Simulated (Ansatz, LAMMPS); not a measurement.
# Structural relaxation of a frame of liquid (Rb,Na,Cs)Cl from 1400 K (88 atoms)

How does a frame of liquid (Rb,Na,Cs)Cl from 1400 K (88 atoms) relax, and what do bonds, charges and levels look like afterwards?

Main program and level: Ansatz 0.2.0; Kohn-Sham DFT, r2SCAN, PAW (set soft_2), plane waves.

## 1. The starting structure

The cell holds 88 atoms: 7 Rb, 25 Na, 12 Cs and 44 Cl. Its edges and angles: a = 15.339 Å, b = 15.339 Å, c = 15.339 Å, α = 90.0°, β = 90.0°, γ = 90.0°. 88 atoms (7 Rb, 25 Na, 12 Cs, 44 Cl) placed at random at 1.99 g/cm³, melted at 1800 K for 10 ps at fixed volume with the Lennard-Jones and Coulomb ion parameters for SPC/E (Joung and Cheatham, J. Phys. Chem. B 112, 9020 (2008)), full charges. Snapshot at the end of a hold of 20 ps at 1400 K and fixed volume.

Limits known from the start: The starting topology of bonds comes from the classical model. The ion parameters were fitted for water, not for melts, so the starting structure of this cell may lie well off the real melt's. Sampling is at Γ alone, for a cell whose shortest periodic width is 15 Å. No spin–orbit coupling is included, so levels derived from the heavy atoms are approximate.

## 2. The classical run that made the cell

A classical potential supplies the starting structure, since it reaches far longer times than DFT.

This step: classical MD, Lennard-Jones and Coulomb ion parameters for SPC/E (Joung and Cheatham, J. Phys. Chem. B 112, 9020 (2008)), full charges (LAMMPS 22 Jul 2025 - Update 4).

The input, in.lmp:

```
# melt-quench of Rb7Na25Cs12Cl44
units metal
atom_style charge
boundary p p p
region box block 0 15.3395 0 15.3395 0 15.3395
create_box 4 box
mass 1 85.4678   # Rb
mass 2 22.9898   # Na
mass 3 132.9055   # Cs
mass 4 35.4500   # Cl
create_atoms 1 random 7 434710 NULL overlap 2.2 maxtry 2000
create_atoms 2 random 25 434717 NULL overlap 2.2 maxtry 2000
create_atoms 3 random 12 434724 NULL overlap 2.2 maxtry 2000
create_atoms 4 random 44 434731 NULL overlap 2.2 maxtry 2000
pair_style lj/cut/coul/long 9.0
pair_modify mix arithmetic tail yes
pair_coeff 1 1 0.019302 3.0950   # Rb
pair_coeff 2 2 0.015292 2.1595   # Na
pair_coeff 3 3 0.003897 3.6010   # Cs
pair_coeff 4 4 0.000554 4.8305   # Cl
set type 1 charge 1
set type 2 charge 1
set type 3 charge 1
set type 4 charge -1
kspace_style pppm 1.0e-4
neigh_modify delay 0 every 1 check yes
thermo_style custom step time temp pe press density
thermo_modify norm yes
timestep 0.002
thermo 100
min_style cg
minimize 1e-4 1e-4 200 2000
reset_timestep 0
velocity all create 1800 434711 mom yes dist gaussian
# [... 14 lines left out ...]
compute msd all msd com yes
thermo 2500
fix md all nvt temp 1400 1400 0.2
run 10000 post no
print "== T1400: mean square displacement over the hold $(c_msd[4]:%.2f) A^2"
unfix md
uncompute msd
write_dump all custom T1400.dump id type xs ys zs modify sort id
```

On the command line:

```sh
$ lmp -in in.lmp -log none -nocite
```

Numbers of over 12 decimals in the logs are rounded to 6 here.

Output:

```text
LAMMPS (22 Jul 2025 - Update 4)
Created orthogonal box = (0 0 0) to (15.3395 15.3395 15.3395)
Created 7 atoms
Created 25 atoms
Created 12 atoms
Created 44 atoms
PPPM initialization ...
  G vector (1/distance) = 0.3048284
  grid = 10 10 10
  estimated relative force accuracy = 7.9153262e-05
   Step          Time           Temp          PotEng         Press         Density
         0   0              0              2.3828743      525036.83      1.9909995
       100   0.2            0             -3.6720654     -4812.728       1.9909995
       102   0.204          0             -3.6728064     -4894.9871      1.9909995
[... 21 lines left out ...]
Loop time of 0.874614 s on 1 MPI rank(s) for 5000 steps with 88 atoms
   Step          Time           Temp          PotEng         Press         Density
[... 5 lines left out ...]
Loop time of 0.433124 s on 1 MPI rank(s) for 2500 steps with 88 atoms
   Step          Time           Temp          PotEng         Press         Density
[... 2 lines left out ...]
     12500   25             1364.3718     -3.4791215      8870.6475      1.9909995
     15000   30             1350.1866     -3.4885891      7504.59        1.9909995
     17500   35             1297.6347     -3.5310855      50.090923      1.9909995
     18500   37             1609.7805     -3.5033425      5374.2763      1.9909995
Loop time of 1.71941 s on 1 MPI rank(s) for 10000 steps with 88 atoms
== T1400: mean square displacement over the hold 80.39 A^2
```

Run time: 3.4 s. Hardware: 1 thread of Arm Neoverse V2, shared host; peak memory 0.071 GiB.

## 3. Single point at the start

The forces at the start show how far the geometry lies from a minimum of this functional.

The input, input.yaml:

```yaml
crystal:
  lattice:
    - [15.3395, 0.0, 0.0]
    - [0.0, 15.3395, 0.0]
    - [0.0, 0.0, 15.3395]
  atoms:
    - { symbol: Rb, position: [0.83462, 0.12071, 0.50048] }
    - { symbol: Rb, position: [0.56486, 0.75206, 0.32539] }
    - { symbol: Rb, position: [0.37254, 0.50068, 0.74698] }
    - { symbol: Rb, position: [0.68756, 0.77404, 0.90238] }
    - { symbol: Rb, position: [0.95914, 0.4443, 0.51973] }
    - { symbol: Rb, position: [0.64629, 0.57861, 0.19405] }
    - { symbol: Rb, position: [0.01468, 0.82558, 0.3988] }
    - { symbol: Na, position: [0.22566, 0.4931, 0.02762] }
    - { symbol: Na, position: [0.87644, 0.16605, 0.79824] }
    - { symbol: Na, position: [0.4258, 0.31636, 0.57432] }
    - { symbol: Na, position: [0.36846, 0.09894, 0.37308] }
    - { symbol: Na, position: [0.13301, 0.03534, 0.57628] }
    - { symbol: Na, position: [0.59847, 0.04644, 0.90855] }
    - { symbol: Na, position: [0.82661, 0.38247, 0.25106] }
    - { symbol: Na, position: [0.09679, 0.54459, 0.27195] }
    - { symbol: Na, position: [0.81279, 0.67813, 0.39336] }
    - { symbol: Na, position: [0.74878, 0.42732, 0.95357] }
    - { symbol: Na, position: [0.34563, 0.589, 0.36557] }
    - { symbol: Na, position: [0.3613, 0.09994, 0.68294] }
    - { symbol: Na, position: [0.55056, 0.25444, 0.83623] }
    - { symbol: Na, position: [0.49425, 0.30263, 0.08818] }
    - { symbol: Na, position: [0.2634, 0.35106, 0.27064] }
    - { symbol: Na, position: [0.93921, 0.65176, 0.09282] }
    - { symbol: Na, position: [0.75312, 0.94042, 0.30845] }
    - { symbol: Na, position: [0.60249, 0.21726, 0.30625] }
    - { symbol: Na, position: [0.89394, 0.86648, 0.6445] }
    - { symbol: Na, position: [0.53979, 0.40614, 0.39178] }
    - { symbol: Na, position: [0.29005, 0.83605, 0.43588] }
    - { symbol: Na, position: [0.92774, 0.59991, 0.82553] }
    - { symbol: Na, position: [0.97866, 0.31023, 0.01392] }
    - { symbol: Na, position: [0.70221, 0.42187, 0.54781] }
    - { symbol: Na, position: [0.02526, 0.9808, 0.13095] }
    - { symbol: Cs, position: [0.21871, 0.13122, 0.9617] }
    - { symbol: Cs, position: [0.11847, 0.68426, 0.61919] }
    - { symbol: Cs, position: [0.62599, 0.63494, 0.62] }
    - { symbol: Cs, position: [0.11018, 0.16182, 0.25626] }
    - { symbol: Cs, position: [0.12289, 0.81895, 0.84919] }
    - { symbol: Cs, position: [0.4859, 0.93323, 0.18565] }
    - { symbol: Cs, position: [0.08559, 0.35355, 0.81079] }
    - { symbol: Cs, position: [0.25575, 0.74857, 0.08487] }
    - { symbol: Cs, position: [0.64931, 0.98303, 0.57666] }
    - { symbol: Cs, position: [0.38815, 0.82736, 0.6723] }
    - { symbol: Cs, position: [0.73249, 0.14261, 0.06836] }
    - { symbol: Cs, position: [0.10538, 0.30025, 0.51559] }
    - { symbol: Cl, position: [0.52191, 0.24173, 0.4645] }
    - { symbol: Cl, position: [0.96373, 0.12277, 0.00585] }
    - { symbol: Cl, position: [0.17242, 0.66612, 0.39906] }
    - { symbol: Cl, position: [0.65085, 0.55412, 0.4064] }
    - { symbol: Cl, position: [0.00514, 0.1379, 0.44633] }
    - { symbol: Cl, position: [0.14835, 0.14974, 0.70234] }
    - { symbol: Cl, position: [0.48857, 0.1533, 0.99882] }
    - { symbol: Cl, position: [0.62911, 0.92094, 0.03636] }
    - { symbol: Cl, position: [0.55264, 0.44538, 0.96542] }
    - { symbol: Cl, position: [0.88771, 0.37416, 0.84168] }
    - { symbol: Cl, position: [0.28403, 0.68535, 0.77896] }
    - { symbol: Cl, position: [0.46477, 0.73139, 0.1677] }
    - { symbol: Cl, position: [0.21395, 0.87583, 0.60621] }
    - { symbol: Cl, position: [0.92635, 0.67098, 0.51277] }
    - { symbol: Cl, position: [0.81633, 0.3213, 0.41968] }
    - { symbol: Cl, position: [0.52233, 0.46235, 0.60565] }
    - { symbol: Cl, position: [0.16074, 0.31736, 0.05014] }
    - { symbol: Cl, position: [0.11509, 0.47825, 0.65627] }
    - { symbol: Cl, position: [0.76672, 0.78193, 0.2428] }
    - { symbol: Cl, position: [0.20759, 0.95949, 0.07373] }
    - { symbol: Cl, position: [0.81349, 0.34347, 0.0779] }
    - { symbol: Cl, position: [0.07056, 0.75733, 0.03405] }
    - { symbol: Cl, position: [0.25238, 0.54063, 0.19344] }
    - { symbol: Cl, position: [0.28998, 0.07931, 0.51927] }
    - { symbol: Cl, position: [0.81813, 0.041, 0.67052] }
    - { symbol: Cl, position: [0.79671, 0.53089, 0.67595] }
    - { symbol: Cl, position: [0.51311, 0.10124, 0.77028] }
    - { symbol: Cl, position: [0.08053, 0.35288, 0.31899] }
    - { symbol: Cl, position: [0.95153, 0.94765, 0.27233] }
    - { symbol: Cl, position: [0.58159, 0.81581, 0.71571] }
    - { symbol: Cl, position: [0.77808, 0.60565, 0.94928] }
    - { symbol: Cl, position: [0.9327, 0.76772, 0.79894] }
    - { symbol: Cl, position: [0.87448, 0.55182, 0.25918] }
    - { symbol: Cl, position: [0.58543, 0.96084, 0.37842] }
    - { symbol: Cl, position: [0.57964, 0.36784, 0.22453] }
    - { symbol: Cl, position: [0.0566, 0.51658, 0.9378] }
    - { symbol: Cl, position: [0.3827, 0.23078, 0.24989] }
    - { symbol: Cl, position: [0.71868, 0.1708, 0.8837] }
    - { symbol: Cl, position: [0.30457, 0.38688, 0.47442] }
    - { symbol: Cl, position: [0.35837, 0.31444, 0.74315] }
    - { symbol: Cl, position: [0.42121, 0.71731, 0.46619] }
    - { symbol: Cl, position: [0.79656, 0.86163, 0.47895] }
    - { symbol: Cl, position: [0.31371, 0.93171, 0.29203] }
    - { symbol: Cl, position: [0.72414, 0.10811, 0.25747] }
kpoints:
  mp_grid: { grid: [1, 1, 1] }
hamiltonian:
  xc: r2scan
scf:
  occupations: { method: fermi_dirac, width: 0.121 }
output:
  forces: true
  stress: true
  populations: true
  dos:
    method: { smearing: { sigma: 0.1 } }
    de: 0.1
    projected: { site_lists: { Cl: [Cl], Cs: [Cs], Na: [Na], Rb: [Rb] } }
  eigenvalues: true
```

On the command line:

```sh
$ ansatz run input.yaml --threads 4 --pin off --max-ram 8192MiB --backend cpu --events-out ev --progress --plain --runs-dir out
```

Output:

```text
band count auto-derived: 446 (N_el = 704.0; filled up to band 352; 440 by the electrons, moments and atoms)
Engine: ansatz 0.2.0, aarch64-unknown-linux-gnu
Pseudopotentials: kind: paw
Pseudopotential: Rb, paw, valence charge 9, recommended cutoff 500 eV (meta_gga), Rb.paw.azcp
Pseudopotential: Na, paw, valence charge 9, recommended cutoff 500 eV (meta_gga), Na.paw.azcp
Pseudopotential: Cs, paw, valence charge 9, recommended cutoff 500 eV (meta_gga), Cs.paw.azcp
Pseudopotential: Cl, paw, valence charge 7, recommended cutoff 500 eV (meta_gga), Cl.paw.azcp
Functional definition: r2SCAN
  parameter k0 = 0.174
  parameter k1 = 0.065
  parameter a1 = 4.9479
  exchange = r2scan_x(k0 = k0, k1 = k1, a1 = a1)
  correlation = r2scan_c
Crystal: 88 atoms, lattice volume = 3609.388 Å³
Basis set: ecut = 500 eV, 91911 PW (Γ), exchange–correlation on 480×480×480 points (64 copies of the dense FFT grid, shifted against one another)
Bands: 446, of which v1, the nominal top of the filled ones, is band 352 counted from 1 (351 counted from 0)
Symmetry: 1 space group operations
Space group: P1 (ITA 1), of the structure as read, at distance tolerance 1.5e-4 Å
k-points: 1
Non-local potential: Rb, projectors of the file, l = 0: 3, l = 1: 2, l = 2: 2
Non-local potential: Na, projectors of the file, l = 0: 3, l = 1: 2, l = 2: 1
Non-local potential: Cs, projectors of the file, l = 0: 3, l = 1: 2, l = 2: 2, l = 3: 2
Non-local potential: Cl, projectors of the file, l = 0: 2, l = 1: 2, l = 2: 2
PAW form: soft (Blöchl's): semilocal exchange-correlation on the pseudo side does not see the compensation charge
PAW frozen core: Rb, regenerated for the run's functional (the file was generated under x = pbe(κ = 0.804, μ = 0.219515), c = pbe(β = 0.066725))
PAW frozen core: Na, regenerated for the run's functional (the file was generated under x = pbe(κ = 0.804, μ = 0.219515), c = pbe(β = 0.066725))
PAW frozen core: Cs, regenerated for the run's functional (the file was generated under x = pbe(κ = 0.804, μ = 0.219515), c = pbe(β = 0.066725))
PAW frozen core: Cl, regenerated for the run's functional (the file was generated under x = pbe(κ = 0.804, μ = 0.219515), c = pbe(β = 0.066725))
PAW one-centre angular grid: Rb, 302 points (default); XC on 160 Gauss nodes
PAW one-centre angular grid: Na, 302 points (default); XC on 339 of its mesh's 2595 points in the sphere
PAW one-centre angular grid: Cs, 302 points (default); XC on 160 Gauss nodes
PAW one-centre angular grid: Cl, 302 points (default); XC on 160 Gauss nodes
Initial density: superposition of atomic densities (neutral atoms: chi_scale 0, normalization atom), corrected by the library's trained network
Initial wavefunctions: pseudopotential atomic-orbital guess
Functional: x = r2scan, c = r2scan; τ floored in thin density (d = 2e-4 eV/Å³)
SCF iter   1: F=—  HF=-176230.453126 eV  |F-HF|=—  |Δ(HF+E_count)|=         —  Δρ=4.61e-3  dr2=4.80e-1  dr2_τ=8.27e-2  ethr=1.77e-3  ⟨swp⟩=9.0  Hψ=2112  notcnv=0  defer=13
preconditioner: auto → Resta (q_TF=auto, 2.078 Å⁻¹)  ε∞=2.3  [insulator: Δε(μ)=3.658 eV  Ē_g=11.784 eV  σ=0.121 eV  W_gap=1.00  n_scr=514 (ndim 8)  ℏωp=13.3 eV  f_vac=0.271  D(μ)=0.00/eV (n_scr^D=0)  ε∞_Penn≈2.3]
SCF iter   2: F=—  HF=-176231.198394 eV  |F-HF|=—  |Δ(HF+E_count)|=   7.45e-1  Δρ=1.85e-3  dr2=9.04e-2  dr2_τ=7.83e-3  ethr=6.82e-5  ⟨swp⟩=2.0  Hψ=884  notcnv=0  defer=75
SCF iter   3: F=—  HF=-176231.202074 eV  |F-HF|=—  |Δ(HF+E_count)|=   3.68e-3  Δρ=4.80e-4  dr2=9.39e-3  dr2_τ=4.95e-4  ethr=1.28e-5  ⟨swp⟩=2.0  Hψ=703  notcnv=0  defer=75
SCF iter   4: F=—  HF=-176231.205465 eV  |F-HF|=—  |Δ(HF+E_count)|=   3.39e-3  Δρ=9.62e-5  dr2=5.82e-4  dr2_τ=6.10e-5  ethr=1.33e-6  ⟨swp⟩=2.0  Hψ=580  notcnv=0  defer=75
SCF iter   5: F=—  HF=-176231.205979 eV  |F-HF|=—  |Δ(HF+E_count)|=   5.14e-4  Δρ=3.26e-5  dr2=7.19e-5  dr2_τ=6.76e-6  ethr=8.26e-8  ⟨swp⟩=2.0  Hψ=616  notcnv=0  defer=75
SCF iter   6: F=—  HF=-176231.206270 eV  |F-HF|=—  |Δ(HF+E_count)|=   2.90e-4  Δρ=8.39e-6  dr2=5.92e-6  dr2_τ=4.25e-7  ethr=1.02e-8  ⟨swp⟩=2.0  Hψ=766  notcnv=0  defer=75
SCF iter   7: F=—  HF=-176231.206286 eV  |F-HF|=—  |Δ(HF+E_count)|=   1.63e-5  Δρ=2.55e-6  dr2=4.33e-7  dr2_τ=2.77e-8  ethr=8.41e-10  ⟨swp⟩=2.0  Hψ=691  notcnv=0  defer=75
SCF iter   8: F=-176231.206287 eV  HF=-176231.206287 eV  |F-HF|=7.21e-8  |Δ(HF+E_count)|=   1.09e-6  Δρ=9.27e-7  dr2=5.58e-8  dr2_τ=4.98e-9  ethr=1.42e-11  ⟨swp⟩=17.0  Hψ=2696  notcnv=0
SCF 1 converged in 8 iterations: F = -176231.206287 eV  dr2 = 5.58e-8
  greatest PAW one-centre occupation: 1.000 electrons in one spin orbital (limit 2), on the Na atom at site 9 (counted from 0), in its partial waves of l = 0
SCF converged after 8 iterations
Free energy (F): -176231.206287 eV
Harris-Foulkes:  -176231.206287 eV  (|F-HF|=7.21e-8)
Internal energy: -176231.206282 eV  (E = F + TS)
E sigma→0 (E₀):  -176231.206285 eV
Entropy (-TS):   -0.000005 eV (-0.000 meV/atom)
Fermi energy:    1.657521 eV
--- Per-component energies (eV) ---
  E_band       = -9549.332475
  E_kinetic    = 13178.635246
  E_local      = -66292.469691  (includes V_loc(G=0)·N_el)
  E_nonlocal   = 5694.718242
  E_hartree    = 24482.632471
  E_xc         = -8346.579877
  E_vxc        = -10074.129683  (∫ρ·V_xc dr)
  E_paw        = -115585.770690  (= ΣΔE_a)
  E_vpaw       = -1618.679572  (= ΣTr[D̂ρ^β])
  E_aug_tail   = 0.001597  (compensation charges beyond the density's cutoff)
  E_vtau       = 597.330082  (kinetic-family band-sum trace: ∫τ·v_τ [+ j·A + Jᵃ·Aᵃ] dr)
  E_ewald      = -29355.285058
  E_core_change = -7.088522  (= ΣΔE_core)
  E_smearing   = -0.000005  (= −TS)
  E_closure    = 0.000000  (closes the sum)
  Σ components = -176231.206287   (vs F -176231.206287, Δ=0.00e0)
--- Forces (eV/Å), atoms counted from 1 ---
  atom   1  Rb    -0.98364317     0.26266613    -0.78667543
  atom   2  Rb     0.53023799     0.38792166     0.77100057
  atom   3  Rb     0.04097010     0.56444981    -0.06049862
  atom   4  Rb    -0.07396157     0.20284986    -0.05782801
  atom   5  Rb    -0.90504259     1.18994981     0.07328458
  atom   6  Rb     0.18013272    -0.03122686    -0.47647811
  atom   7  Rb     0.06281246    -0.43930494     0.27166571
  atom   8  Na    -0.62518895    -0.35292088    -0.04552916
  atom   9  Na    -0.41488340     0.04385898     0.35516461
  atom  10  Na    -0.37393396     0.27965251     0.40534783
  atom  11  Na     0.26064315    -0.10713521    -0.24820281
  atom  12  Na     0.15400994     0.24306532    -0.07949850
  atom  13  Na    -0.14297607    -0.20973803     0.19308310
  atom  14  Na    -0.01073866    -0.05096140     0.03339858
[...]
atom  87  Cl    -0.54536170     0.17569562     0.75015541
  atom  88  Cl     0.02527732    -0.01464509     1.23857735
  max |Σ_I F_I| component: 1.73e-4 eV/Å
--- Stress (GPa, compression-positive) ---
       -0.259541       0.053629      -0.038443
        0.053629      -0.318707      -0.132907
       -0.038443      -0.132907      -0.141790
  P = ⅓ Tr σ = -0.2400 GPa (-2.400 kbar)
--- Band table (eV) ---
  k-point 0: bands = ["-53.9925", "-53.9205", "-53.8868", "-53.8523", [... 430 levels ...], "7.3930", "7.4171", "7.4198", "7.4588", "7.4857", "7.4892", "7.5158", "7.5611", "7.5758", "7.6097", "7.6268", "7.6766"]
--- Löwdin populations: 88 sites ---
  site symbol       q [e]
     0     Rb      8.1777
     1     Rb      8.2022
     2     Rb      8.1572
[...]
87     Cl      7.7317
  spilling = 0.003483 (of n_electrons = 704.000000)
```

Wall time 3.1 min (4 threads of Arm Neoverse V2, shared host); peak memory 7.5 GiB; 12 min of CPU time.

Reading the cycles: dr2 is the Hartree energy of the density residual (eV), the measure of convergence; HF is the Harris–Foulkes estimate of the energy, which meets the free energy F at convergence.

The program notes that it cut back its work space to fit the memory limit.

Numbers from this run:

```
free energy                                      : -176231.2063 eV
free energy per atom                             : -2002.6273 eV/atom
SCF cycles                                       : 8
pressure                                         : -0.24 GPa
r.m.s. force component                           : 0.4198 eV/Å
longest force                                    : 1.806 eV/Å
Fermi energy                                     : 1.658 eV
gap (highest filled to lowest empty level) : 3.555 eV
spilling of the projection                       : 0.003483
```

The r.m.s. force component of 0.42 eV/Å and the pressure of -0.24 GPa set the starting point.

Length of the force by element:

| element | coordination | atoms | mean length of the force (eV/Å) | spread | least | most |
| --- | --- | --- | --- | --- | --- | --- |
| Cl | all | 44 | 0.676 | 0.386 | 0.113 | 1.81 |
| Cs | all | 12 | 0.762 | 0.352 | 0.316 | 1.63 |
| Na | all | 25 | 0.428 | 0.202 | 0.0619 | 0.803 |
| Rb | all | 7 | 0.803 | 0.433 | 0.224 | 1.50 |

(Part 1 of 2 ends here.)

[Logs are printed without paths, hosts, clocks, repeated set-up lines and the standing remarks that a program may print on its own settings, such as how far it seeks lower states.]

[Hosts, paths, dates, database ids (printed as entryN), source tags and the programs' standing remarks are cut or masked in the printed files.]
